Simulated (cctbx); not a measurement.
**Diagnosing a refinement**

Cell a = 8.7920 Å, b = 7.4360 Å, c = 11.2230 Å, α = 90.00°, β = 90.00°, γ = 90.00°; space group Pmc2_1 (no. 26).

Simulated single-crystal data (cctbx): Ag Kα, λ = 0.56087 Å, to d = 0.6 Å, 50 % of the full sphere, strongest reflection 70000 counts, noise from counting, a 1.5 % proportional error and a noise floor of 8 counts (s.d.); no absorption.

An anisotropic refinement with weights 1/σ² prints:

```text
Rint 0.021, 3411 unique reflections to 0.60 A
cycle     R1     wR2    GooF  max shift (A)
   1  0.0647  0.1580   5.020   0.00908
   2  0.0335  0.0863   2.741   0.00009
final R1 0.0335 wR2 0.0863 GooF 2.741  parameters 84  data/parameter 40.6
atom        x        y        z      Ueq    occ   su(xyz)  su(Uiso or U11)
Y1     0.00000  0.12411  0.20244   0.0075  1.000  0.00011  0.0003
Y2     0.50000  0.41034  0.78634   0.0088  1.000  0.00012  0.0003
Y3     0.00000  0.30229  0.49923   0.0092  1.000  0.00011  0.0003
Y4     0.50000  0.23147  0.50444   0.0093  1.000  0.00011  0.0003
Y5     0.00000  0.59210  0.29066   0.0076  1.000  0.00011  0.0003
Y6     0.50000  0.92579  0.72563   0.0080  1.000  0.00012  0.0003
Y7     0.18478  0.07089  0.93510   0.0104  1.000  0.00009  0.0002
Y8     0.72546  0.43029  0.06238   0.0079  1.000  0.00008  0.0002
Ni1    0.00000  0.32663  0.00991   0.0120  1.000  0.00020  0.0005
V1     0.50000  0.16265  0.96782   0.0118  1.000  0.00027  0.0007
Ga1    0.73841  0.69021  0.82987   0.0248  1.000  0.00018  0.0006
V2     0.24449  0.81943  0.17118   0.0124  1.000  0.00020  0.0005
difference map: max 2.29 min -5.21 rms 0.47
Q1    0.2438  0.1991  0.3550    4    2.37  0.88 A from Ga1
Q2    0.3147  0.3608  0.3818    4    1.72  0.84 A from Ga1
Q3    0.1688  0.0758  0.9241    4    1.64  0.19 A from Y7
Q4    0.2345  0.1934  0.7931    4    1.57  1.37 A from V2
Q5    0.5000  0.5088  0.2891    2    1.56  0.60 A from Y2
Q6    0.5000  0.0741  0.1903    2    1.49  0.40 A from Y6
```

**Question.** Can this result stand? If not, what is the likely fault?

Mend it. The fault: wrong element: Ga1 is V. Against the right model at the same level, R1 goes from 0.0149 to 0.0335 and GooF from 0.97 to 2.74, U of Ga1 swells from 0.0102 to 0.0248 Å², the top difference peak, 2.4 e/Å³, lies 0.88 Å from Ga1 and a hole of -5.2 e/Å³ opens. Ga1 has 8 electrons too many and its U swells to shed them, as expected.

The compound is Y10V5Ni. The right model at the same level gives:

```text
Rint 0.021, 3411 unique reflections to 0.60 A
cycle     R1     wR2    GooF  max shift (A)
   1  0.0150  0.0308   0.979   0.00034
   2  0.0149  0.0305   0.971   0.00000
final R1 0.0149 wR2 0.0305 GooF 0.971  parameters 84  data/parameter 40.6
atom        x        y        z      Ueq    occ   su(xyz)  su(Uiso or U11)
Y1     0.00000  0.12407  0.20241   0.0081  1.000  0.00004  0.0001
Y2     0.50000  0.41033  0.78635   0.0095  1.000  0.00004  0.0001
Y3     0.00000  0.30231  0.49947   0.0096  1.000  0.00004  0.0001
Y4     0.50000  0.23183  0.50463   0.0099  1.000  0.00004  0.0001
Y5     0.00000  0.59205  0.29064   0.0084  1.000  0.00004  0.0001
Y6     0.50000  0.92573  0.72556   0.0088  1.000  0.00004  0.0001
Y7     0.18472  0.07087  0.93500   0.0111  1.000  0.00003  0.0001
Y8     0.72540  0.43032  0.06238   0.0087  1.000  0.00003  0.0001
Ni1    0.00000  0.32643  0.00993   0.0126  1.000  0.00007  0.0002
V1     0.50000  0.16159  0.96774   0.0129  1.000  0.00010  0.0003
V2     0.73836  0.68996  0.82977   0.0102  1.000  0.00006  0.0002
V3     0.24375  0.81879  0.17083   0.0124  1.000  0.00007  0.0002
Flack x: 0.002(8)
Hooft y: 0.002(8)  Bijvoet pairs: 1501
difference map: max 0.74 min -0.66 rms 0.15
Q1    0.0485  0.2804  0.1516    4    0.74  1.36 A from Y1
Q2    0.0000  0.0391  0.8924    2    0.72  1.71 A from Y7
Q3    0.2603  0.4921  0.3051    4    0.69  1.38 A from V2
Q4    0.5000  0.5122  0.2825    2    0.62  0.58 A from Y2
Q5    0.5000  0.3736  0.5771    2    0.61  1.33 A from Y4
Q6    0.0000  0.4176  0.6992    2    0.59  1.03 A from Y5
```

The model was made for the exercise: a known structure type with other elements put in, its volume estimated, not relaxed; displacement parameters are assumed.

[Middle refinement cycles are left out of these outputs.]

[Logs are printed without paths, hosts, clocks, repeated set-up lines and the standing remarks that a program may print on its own settings, such as how far it seeks lower states.]
